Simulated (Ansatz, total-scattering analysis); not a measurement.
# Worked example: from partials to totals in B2O3

A simulated model of B2O3 at 1500 K, fixed volume (mean pressure -2.7 GPa), from ab initio molecular dynamics with Ansatz (PBE-D3(BJ), plane waves, PAW default files, Langevin thermostat, no spin, fixed volume). The average runs over 0.98 ps of 70 atoms, so shells between rare elements are rough. Mean temperature 1440 K, largest m.s.d. 0.62 Å², energy drift +7 meV an atom (last third less first, no steady trend), Langevin friction 10 ps⁻¹; the first quarter of the run is discarded. Start: last frame of a classical run of this cell at the same density and temperature. So short a stretch relaxes bonds and nearest shells but still remembers its start. It is a melt by its history, in a run too short to show flow. Atom fractions B 0.4000, O 0.6000; masses B 10.810, O 15.999 u; density 1.5500 g/cm³; coherent lengths B 6.65, O 5.8037 fm (B as ¹¹B). Faber–Ziman partials at a few Q:

| Q (Å⁻¹) | S O–O | S B–O | S B–B |
| --- | --- | --- | --- |
| 1.40 | 0.597 | 2.569 | 0.609 |
| 2.10 | 0.299 | 2.027 | 0.544 |
| 2.20 | 0.357 | 1.973 | 0.768 |

The pair function g(BO), r in Å, every 0.06 Å up to its first minimum: 1.17 0.02, 1.23 0.68, 1.29 6.33, 1.35 15.51, 1.41 15.99, 1.47 8.22, 1.53 2.74, 1.59 0.80, 1.65 0.23, 1.71 0.07, 1.77 0.02.

**Tasks.** (a) The number density. (b) The neutron weights. (c) The neutron S(Q) at the listed Q. (d) The Bhatia–Thornton terms S_NN and S_CC there. (e) The number of O around B.

(a) The mean mass is 0.4000×10.810 + 0.6000×15.999 = 13.923 u, so ρ₀ = 1.5500/(13.923 × 1.66054) = 0.06704 Å⁻³.

(b) ⟨b⟩ = 0.4000×6.65 + 0.6000×5.8037 = 6.142 fm. The weight of a pair is ci cj bi bj (2 − δij)/⟨b⟩²: O–O 0.321, B–O 0.491, B–B 0.188; they sum to 1.000.

(c) S = 1 + Σ w (Sij − 1). At 1.40 Å⁻¹: 1 − 0.130 + 0.770 − 0.073 = 1.567; B–O pushes up most; O–O pulls down most. At 2.10 Å⁻¹: 1 − 0.225 + 0.504 − 0.086 = 1.193; B–O pushes up most; O–O pulls down most. At 2.20 Å⁻¹: 1 − 0.207 + 0.478 − 0.044 = 1.227; B–O pushes up most; O–O pulls down most.

(d) S_NN = c₁²S₁₁ + c₂²S₂₂ + 2c₁c₂S₁₂ and S_CC = c₁c₂[1 + c₁c₂(S₁₁ + S₂₂ − 2S₁₂)], with 1 = B: 1.40 Å⁻¹: S_NN = 1.55, S_CC/(c₁c₂) = 0.06; 2.10 Å⁻¹: S_NN = 1.17, S_CC/(c₁c₂) = 0.23; 2.20 Å⁻¹: S_NN = 1.20, S_CC/(c₁c₂) = 0.32. A random mixture has S_CC/(c₁c₂) = 1; a value well above it means concentration waves of period 2π/Q: alternation near the main peak or below it, clustering toward Q = 0.

(e) n = 4πρ₀ c(O) Σ r² g Δr. The sum Σ r² g over the listed points is 98.7 Å², so n = 4π × 0.06704 × 0.6000 × 98.7 × 0.06 = 2.99; counting pairs in the frames up to 1.78 Å gives 3.00. By balance, each O has n c(B)/c(O) = 2.00 B.
